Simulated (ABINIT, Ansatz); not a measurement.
# Tc (P6_3/mmc): from the cell to the phonon bands, part 4 of 4

Aim: the phonon dispersion of Tc (P6_3/mmc), checked by a second program.

ABINIT 10.8.3; DFT PBE, scalar-relativistic, plane waves, PseudoDojo norm-conserving pseudopotentials.

So far, highest frequency (cm⁻¹): step 7 (interpolated phonon bands) 233.

## (9) A second program

A second program on the same cell, potentials, cutoff and meshes tests the implementation of the phonon response, not its convergence.

This step: DFT PBE, scalar-relativistic, plane waves, PseudoDojo norm-conserving pseudopotentials (Ansatz 0.2.0).

input.yaml

```yaml
crystal:
  lattice:
    - [2.755107851, 0.0, 0.0]
    - [-1.3775539255, 2.3859933891, 0.0]
    - [0.0, 0.0, 4.3993134449]
  atoms:
    - { symbol: Tc, position: [0.3333333333, 0.6666666667, 0.25] }
    - { symbol: Tc, position: [0.6666666667, 0.3333333333, 0.75] }
kpoints:
  mp_grid: { grid: [12, 12, 6] }
hamiltonian:
  xc: pbe
  pseudopotentials: { kind: nc, accuracy: standard }
scf:
  occupations: { method: gaussian, width: 0.27211 }
output:
  eigenvalues: true
basis:
  ecutwfc: 1034.033
phonons:
  method: dfpt
  qmesh: [3, 3, 2]
  temperatures: { t_max: 1000, t_step: 50 }
  qpath:
    path:
      - [[0.0, 0.0, 0.0], [0.5, 0.0, 0.0], [0.33333333, 0.33333333, 0.0], [0.0, 0.0, 0.0], [0.0, 0.0, 0.5], [0.5, 0.0, 0.5], [0.33333333, 0.33333333, 0.5], [0.0, 0.0, 0.5]]
      - [[0.5, 0.0, 0.5], [0.5, 0.0, 0.0]]
      - [[0.33333333, 0.33333333, 0.5], [0.33333333, 0.33333333, 0.0]]
    npoints: 10
  electrical_resistivity: { temperatures: [77, 300], mesh: [24, 24, 12] }
```

On the command line:

```console
> ansatz run input.yaml --threads 16 --pin off --max-ram 32768MiB --backend cpu --events-out ev --progress --plain --runs-dir out
```

Numbers of over 12 decimals in the logs are rounded to 6 here.

The program printed:

```text
Warning: basis.ecutwfc = 1034.033 eV is below the records' recommended 1142.878222 eV, and the density's cutoff is lower with it unless basis.ecutrho_ratio is high enough to keep the records' density cutoff: compare with a run at a higher cutoff
Engine: ansatz 0.2.0, aarch64-unknown-linux-gnu
Pseudopotentials: kind: nc
Pseudopotential: Tc, nc, valence charge 15, recommended cutoff 1142.878222 eV (normal), Tc.nc.azcp (PseudoDojo's, or run here from an input of PseudoDojo's; its table is named by hamiltonian.pseudopotentials.accuracy)
Functional definition: PBE
  parameter kappa = 0.804
  parameter beta = 0.066725
  exchange = pbe_x(kappa = kappa, mu = beta*pi^2/3)
  correlation = pbe_c(beta = beta)
Crystal: 2 atoms, lattice volume = 28.920 Å³
Basis set: ecut = 1034.033 eV, 2189 PW (Γ), exchange–correlation on 60×60×96 points (8 copies of the dense FFT grid, shifted against one another)
Bands: 19, of which v1, the nominal top of the filled ones, is band 15 counted from 1 (14 counted from 0)
Symmetry: 24 space group operations
k-points: 76 of 864
Non-local potential: Tc, projectors of the file, l = 0: 2, l = 1: 2, l = 2: 2
Initial density: superposition of atomic densities (chi_scale 0.1, normalization cell)
Initial wavefunctions: pseudopotential atomic-orbital guess
Functional: x = pbe(κ = 0.804, μ = 0.219515), c = pbe(β = 0.066725)
SCF iter   1: F=—  HF=-4617.916050 eV  |F-HF|=—  |Δ(HF+E_count)|=         —  Δρ=5.45e-2  dr2=8.21e-1  ethr=3.10e-3  ⟨swp⟩=5.6  Hψ=6799  notcnv=0
preconditioner: auto → none  [metal: Δε(μ)=0.040 eV  Ē_g=5.161 eV  σ=0.272 eV  W_gap=0.08  n_scr=8 (ndim 8)  ℏωp=25.8 eV  f_vac=0.000  D(μ)=2.22/eV (n_scr^D=22)  sad-step TF]
SCF iter   2: F=—  HF=-4617.694547 eV  |F-HF|=—  |Δ(HF+E_count)|=   2.22e-1  Δρ=2.41e-2  dr2=1.58e-1  ethr=2.74e-3  ⟨swp⟩=2.9  Hψ=2762  notcnv=0  defer=2
SCF iter   3: F=—  HF=-4617.646055 eV  |F-HF|=—  |Δ(HF+E_count)|=   4.85e-2  Δρ=3.05e-3  dr2=1.27e-3  ethr=5.28e-4  ⟨swp⟩=2.9  Hψ=2561  notcnv=0  defer=2
SCF iter   4: F=—  HF=-4617.646149 eV  |F-HF|=—  |Δ(HF+E_count)|=   9.45e-5  Δρ=4.22e-4  dr2=1.75e-5  ethr=4.23e-6  ⟨swp⟩=2.8  Hψ=2715  notcnv=0  defer=2
SCF iter   5: F=—  HF=-4617.646150 eV  |F-HF|=—  |Δ(HF+E_count)|=   2.51e-7  Δρ=7.87e-5  dr2=7.37e-7  ethr=5.85e-8  ⟨swp⟩=2.6  Hψ=2650  notcnv=0  defer=2
SCF iter   6: F=—  HF=-4617.646150 eV  |F-HF|=—  |Δ(HF+E_count)|=   3.90e-7  Δρ=6.26e-6  dr2=1.67e-9  ethr=2.46e-9  ⟨swp⟩=2.7  Hψ=2687  notcnv=0  defer=2
SCF iter   7: F=—  HF=-4617.646150 eV  |F-HF|=—  |Δ(HF+E_count)|=   3.30e-9  Δρ=9.50e-7  dr2=3.50e-11  ethr=5.56e-12  ⟨swp⟩=2.8  Hψ=2999  notcnv=0  defer=2
SCF iter   8: F=-4617.646150 eV  HF=-4617.646150 eV  |F-HF|=0.00e0  |Δ(HF+E_count)|=  3.09e-11  Δρ=4.15e-8  dr2=2.77e-13  ethr=1.00e-12  ⟨swp⟩=8.6  Hψ=9269  notcnv=0
SCF 1 converged in 8 iterations: F = -4617.646150 eV  dr2 = 2.77e-13
NSCF: frozen V_eff on 76 k-points
NSCF: frozen V_eff on 172 k-points
DFPT response loops at q = (0, 0, 0) (fractional): preconditioner auto → Kerker (q_TF=auto, 2.745 Å⁻¹) (partly filled bands, converged f_vac=0.000); β = 1.00, the filter's whole step (`scf.mixing.beta` (0.50) is not read by the response loops under this deck's `scf.mixing.preconditioner`; to damp them name `kerker` or `kerker_dos`, under which they read `scf.mixing.beta`, and type it under 1.00, their step now; both keys bind the ground state too); Broyden in place of MSR1
NSCF: frozen V_eff on 344 k-points
DFPT response loops at q = (0, 0, -0.5) (fractional): mixed as the last ones told, above
NSCF: frozen V_eff on 624 k-points
DFPT response loops at q = (0, 0.333333, 0) (fractional): mixed as the last ones told, above
NSCF: frozen V_eff on 624 k-points
DFPT response loops at q = (0, 0.333333, -0.5) (fractional): mixed as the last ones told, above
NSCF: frozen V_eff on 624 k-points
DFPT response loops at q = (0.333333, 0.333333, 0) (fractional): mixed as the last ones told, above
NSCF: frozen V_eff on 624 k-points
DFPT response loops at q = (0.333333, 0.333333, -0.5) (fractional): mixed as the last ones told, above
SCF iter   1: F=—  HF=-4617.916050 eV  |F-HF|=—  |Δ(HF+E_count)|=         —  Δρ=5.45e-2  dr2=8.21e-1  ethr=3.10e-3  ⟨swp⟩=5.6  Hψ=6799  notcnv=0
SCF iter   2: F=—  HF=-4617.694547 eV  |F-HF|=—  |Δ(HF+E_count)|=   2.22e-1  Δρ=2.41e-2  dr2=1.58e-1  ethr=2.74e-3  ⟨swp⟩=2.9  Hψ=2762  notcnv=0  defer=2
SCF iter   3: F=—  HF=-4617.646055 eV  |F-HF|=—  |Δ(HF+E_count)|=   4.85e-2  Δρ=3.05e-3  dr2=1.27e-3  ethr=5.28e-4  ⟨swp⟩=2.9  Hψ=2561  notcnv=0  defer=2
SCF iter   4: F=—  HF=-4617.646149 eV  |F-HF|=—  |Δ(HF+E_count)|=   9.45e-5  Δρ=4.22e-4  dr2=1.75e-5  ethr=4.23e-6  ⟨swp⟩=2.8  Hψ=2715  notcnv=0  defer=2
SCF iter   5: F=—  HF=-4617.646150 eV  |F-HF|=—  |Δ(HF+E_count)|=   2.51e-7  Δρ=7.87e-5  dr2=7.37e-7  ethr=5.85e-8  ⟨swp⟩=2.6  Hψ=2650  notcnv=0  defer=2
SCF iter   6: F=—  HF=-4617.646150 eV  |F-HF|=—  |Δ(HF+E_count)|=   3.90e-7  Δρ=6.26e-6  dr2=1.67e-9  ethr=2.46e-9  ⟨swp⟩=2.7  Hψ=2687  notcnv=0  defer=2
SCF iter   7: F=—  HF=-4617.646150 eV  |F-HF|=—  |Δ(HF+E_count)|=   3.30e-9  Δρ=9.50e-7  dr2=3.50e-11  ethr=5.56e-12  ⟨swp⟩=2.8  Hψ=2999  notcnv=0  defer=2
SCF iter   8: F=-4617.646150 eV  HF=-4617.646150 eV  |F-HF|=0.00e0  |Δ(HF+E_count)|=  3.00e-11  Δρ=4.19e-8  dr2=2.78e-13  ethr=1.00e-12  ⟨swp⟩=3.4  Hψ=4000  notcnv=0
SCF 2 converged in 8 iterations: F = -4617.646150 eV  dr2 = 2.78e-13
NSCF: frozen V_eff on 76 k-points
NSCF: frozen V_eff on 95 k-points
[...]
SCF converged after 8 iterations
Free energy (F): -4617.646150 eV
Harris-Foulkes:  -4617.646150 eV  (|F-HF|=0.00e0)
Internal energy: -4617.564709 eV  (E = F + TS)
E sigma→0 (E₀):  -4617.605429 eV
Entropy (-TS):   -0.081442 eV (-40.721 meV/atom)
Fermi energy:    22.321469 eV
--- Per-component energies (eV) ---
  E_band       = -97.906976
  E_kinetic    = 1473.305756
  E_local      = -2682.126129  (includes V_loc(G=0)·N_el)
  E_nonlocal   = 560.482174
  E_hartree    = 611.055405
  E_xc         = -739.660042
  E_vxc        = -671.679592  (∫ρ·V_xc dr)
  E_ewald      = -3840.621873
  E_smearing   = -0.081442  (= −TS)
  E_closure    = 0.000000  (closes the sum)
  Σ components = -4617.646150   (vs F -4617.646150, Δ=0.00e0)
--- Band table (eV; the first three rows and the last of 76) ---
  k-point 0: bands = [... 11 lower, 20.7902, 20.9103, 21.5075, 21.5075, 22.1691, 22.1691, 24.0131, 24.8231]
  k-point 1: bands = [... 11 lower, 20.6526, 20.7526, 21.3311, 21.3311, 22.5590, 22.5590, 23.1672, 24.8348]
  k-point 2: bands = [... 11 lower, 20.5397, 20.5397, 20.9618, 20.9618, 21.5623, 23.3589, 23.3589, 24.6832]
  k-point 75: bands = [... 11 lower, 19.0873, 20.5648, 20.5648, 22.2383, 22.2383, 24.8865, 24.8865, 31.5424]
--- Phonons (Γ-DFPT): 2 representative perturbations + reference (Σ response iterations 8) ---
  ASR residual: 5.222e-5 → 0.000e0 eV/Å²; symmetrization residual: 5.773e-14 eV/Å²
  ASR residual per site (eV/Å²): 5.22e-5 5.22e-5
  Γ frequencies (cm⁻¹): 0.00 0.00 0.00 96.47 132.66 132.66
--- Phonons (arbitrary-q DFPT): 6 irreducible q on the 3×3×2 mesh ---
  q = [0.0000, 0.0000, 0.0000] (star 1, of the zone-centre solve; hermiticity 2.24e-14, symmetrization 1.79e-14): -0.00 -0.00 -0.00 96.47 132.66 132.66
  q = [0.0000, 0.0000, -0.5000] (star 1, 2 solved perturbations in 248 linear systems a pass and spin channel, the states on 172 of 864 k-point pairs; hermiticity 2.76e-14, symmetrization 1.80e-11): 96.86 96.86 96.86 96.86 203.46 203.46
  q = [0.0000, 0.3333, 0.0000] (star 6, 3 solved perturbations on 312 of 864 k-point pairs; hermiticity 1.29e-8, symmetrization 1.52e-14): 111.18 118.30 139.32 174.88 196.75 207.70
  q = [0.0000, 0.3333, -0.5000] (star 6, 3 solved perturbations on 312 of 864 k-point pairs; hermiticity 1.26e-8, symmetrization 1.32e-10): 138.65 138.65 139.60 139.60 209.32 209.32
  q = [0.3333, 0.3333, 0.0000] (star 2, 2 solved perturbations in 436 linear systems a pass and spin channel, the states on 312 of 864 k-point pairs; hermiticity 4.33e-9, symmetrization 4.33e-9): 161.36 179.89 179.89 182.14 219.14 219.14
  q = [0.3333, 0.3333, -0.5000] (star 2, 2 solved perturbations in 436 linear systems a pass and spin channel, the states on 312 of 864 k-point pairs; hermiticity 8.42e-9, symmetrization 2.09e-13): 62.37 62.37 185.81 185.81 217.67 217.67
  sum rule: each row above includes the acoustic sum rule's correction from the zone centre's row sums; it moved no ω² by more than (0.38 cm⁻¹)²
  mesh force constants: q→R imaginary residual 0.00e0; ASR residual 5.222e-5 → 0.000e0 eV/Å²; symmetrization residual 2.200e-15 eV/Å²
  interpolated dispersion: 93 rows × 6 modes
  density of states and harmonic sums: on the 27×27×14 q-mesh, interpolated from the force constants of a 3×3×2 supercell (no non-analytic term)
  largest difference from the sums on the solved wave vectors: F 2.72e-2 eV, S 4.15e-5 and C_V 1.43e-5 eV/K
  zero-point energy: 0.058865 eV/cell   skipped modes (ω ≤ 0): 3   left out of the sums: 4.90e-5 of the cell's modes: C_V's classical limit lies that fraction below 3 k_B per atom; for a crystal, a wire or a layer, F and S can be off by more, and a phonons.interpolated_qmesh denser along its periods is the remedy for the sampling
--- Electrical resistivity: potentials and phonons of a 3×3×2 supercell ---
  scattering by harmonic phonons alone, with no dipole-dipole term; scattering by other electrons, impurities, surfaces and spin disorder is left out, and so is spin–orbit coupling
  the resistivity is that of a variational response, whose dependence on the energy is improved iteratively
  at the Fermi level of each mesh (of a tensor a third of its trace):
           mesh   spin    states/(eV spin)  plasma energy (eV)         λ      λ_tr    ħω_log (meV)
       24×24×12                     0.9297              7.9857    0.9328    0.8870          17.022
        12×12×6                     0.9988              8.2467    1.0103    0.9651          17.061
          6×6×3                     0.8608              7.9226    0.8093    0.8250          17.400
  resistivity on the deck's mesh, µΩ·cm:
     T (K)       trace/3  mesh converged            xx            yy            zz    lowest order   relaxation time
     77.00      2.1505e0              no      2.3675e0      2.3675e0      1.7164e0        2.5090e0          2.2226e0
    300.00      1.6317e1              no      1.8127e1      1.8127e1      1.2698e1        1.6899e1          1.6558e1
  mean free path at 77 K (of a tensor a third of its trace): 30.2 nm by what each carries, 24.0 by the Fermi surface alone
  Hall coefficient in a weak field at 77 K (a third of the trace): 1.670e-10 m³/C (as a tensor it moves by 3.4 % between the two finest meshes); by each state's relaxation time: 1.650e-10 m³/C; by a constant relaxation time: 1.265e-10 m³/C
  mean free path at 300 K (of a tensor a third of its trace): 3.75 nm by what each carries, 3.17 by the Fermi surface alone
  Hall coefficient in a weak field at 300 K (a third of the trace): 1.659e-10 m³/C (as a tensor it moves by 1.7 % between the two finest meshes); by each state's relaxation time: 1.582e-10 m³/C; by a constant relaxation time: 1.260e-10 m³/C
  the resistivity times a path that all electrons share, by the Fermi surface of the deck's mesh alone (a third of the trace): 5.190e-16 Ω·m²
  not converged in the mesh (λ; λ_tr; the resistivity at 77 K by 9.96 %; the resistivity at 300 K by 7.34 %): between neighbouring meshes, the two finest first, λ moves by 8.31 % and 19.90 %, λ_tr by 8.87 % and 14.71 % and the resistivity by up to 9.96 % and 112.59 %; an estimate, no bound, puts it up to 2.2e-8 % above the Boltzmann equation's exact value after up to 4 iterations (at most 30 are made, fewer where the estimate is under 1.0e-6 % of each spin channel's own resistivity)
  vibrations of 18 cells: unjudged by the run; compare a larger repeat
  the changes of the potential over all sites missed a rigid shift's by 0.00 % (the site terms' by 0.00 %)
  at the force constants' own smearing the fine mesh and the k-points of their solves give squared frequencies that differ by 12.3 % of the larger at the most, at (0, 0, 0)
```

The job ended after 2.5 min (16 threads of Arm Neoverse V2, shared host; peak memory 2.1 GiB; 38 min of CPU time).

Numbers from this step:

| Property | Result |
| --- | --- |
| sum-rule residual before enforcement | 5.22e-5 eV/Å² |
| mean frequency | 158.3 cm⁻¹ |
| Debye temperature (second moment) | 304 K |
| logarithmic mean frequency | 152.4 cm⁻¹ |
| highest optical zone-centre mode (no LO-TO term) | 132.7 cm⁻¹ |
| lowest optical zone-centre mode | 96.47 cm⁻¹ |
| lowest mode on the q mesh (acoustic ones at the zone centre apart) | 62.37 cm⁻¹ |
| zero-point energy per atom | 29.43 meV |
| heat capacity at 300 K | 23.71 J/(mol atoms K) |
| vibrational entropy at 300 K | 33.38 J/(mol atoms K) |

## (10) The two compared: ABINIT PseudoDojo and Ansatz, PseudoDojo

Numbers from this step:

```
root-mean-square difference             : 0.85 cm⁻¹
largest difference                      : 1.12 cm⁻¹
root-mean-square difference on the path : 0.8 cm⁻¹
largest difference on the path          : 1.2 cm⁻¹
```

The 12 of 33 modes that differ most. Frequencies side by side:

```tsv
q (reciprocal lattice)	mode	ABINIT PseudoDojo (cm⁻¹)	Ansatz, PseudoDojo (cm⁻¹)
0.3333 0 0	5	195.7	196.8
0.3333 0 0	6	206.7	207.7
0.3333 0.3333 0	2	178.9	179.9
0.3333 0.3333 0	3	178.9	179.9
0.3333 0.3333 0	5	218	219.1
0.3333 0.3333 0	6	218	219.1
0 0 0.5	5	202.4	203.5
0 0 0.5	6	202.4	203.5
0.3333 0 0.5	5	208.2	209.3
0.3333 0 0.5	6	208.2	209.3
0.3333 0.3333 0.5	5	216.6	217.7
0.3333 0.3333 0.5	6	216.6	217.7
```

The interpolated bands of the two lie on top of each other.

At the solved wavevectors the largest difference (acoustic modes at Γ apart) is 0.5 % of the highest mode.

## (11) Outcome

```json
{
  "space group after relaxation": "P6_3/mmc",
  "volume per atom": "14.5 Å³",
  "highest optical zone-centre mode (no LO-TO term)": "132 cm⁻¹",
  "lowest optical zone-centre mode": "96.0 cm⁻¹",
  "q mesh": "3×3×2",
  "lowest mode on the q mesh (acoustic ones at the zone centre apart)": "61.9 cm⁻¹",
  "zero-point energy per atom": "29.3 meV",
  "heat capacity at 300 K": "23.7 J/(mol atoms K)",
  "vibrational entropy at 300 K": "33.5 J/(mol atoms K)",
  "imaginary modes on the q mesh": "none",
  "largest difference from Ansatz, PseudoDojo": "1.12 cm⁻¹"
}
```

Tc (P6_3/mmc) is dynamically stable on the 3×3×2 mesh; its spectrum reaches 233 cm⁻¹. At the PBE level the optical modes of Tc (P6_3/mmc) at the zone centre run from 96 to 132 cm⁻¹. Along axes with an odd number of divisions the mesh misses the zone-boundary points at one half, where instabilities often lie; those are only interpolated. The base run prints -0.61 GPa, mostly the error of a finite basis; the relaxation, with a smoothed and higher cutoff, had brought the cell to rest. ABINIT PseudoDojo and Ansatz, PseudoDojo differ by 0.8 cm⁻¹ in the root mean square and by 1.1 cm⁻¹ at most, 0.5 % of the highest mode compared (acoustic modes at Γ left out; ABINIT's values are those before the sum rule). These are harmonic frequencies at zero temperature: anharmonic shifts and linewidths and thermal expansion are left out. In a metal the frequencies hang on the k mesh and the smearing, most of all near Kohn anomalies. Ansatz warns that the cutoff lies 10 % under the one recommended for these files; agreement at one cutoff is not convergence. Electron-phonon sums were run after this but are left out, since no second program bore their λ out within 30 %; a λ that a log prints is not taken as a result. The q mesh stands for a supercell only 8.3 Å across, so branches between the solved wavevectors are rough.

[Host names and launcher messages were left out of these logs when they were recorded.]

[Logs are printed without paths, hosts, clocks, repeated set-up lines and the standing remarks that a program may print on its own settings, such as how far it seeks lower states.]

[Hosts, paths, dates, database ids (printed as entryN), source tags and the programs' standing remarks are cut or masked in the printed files.]
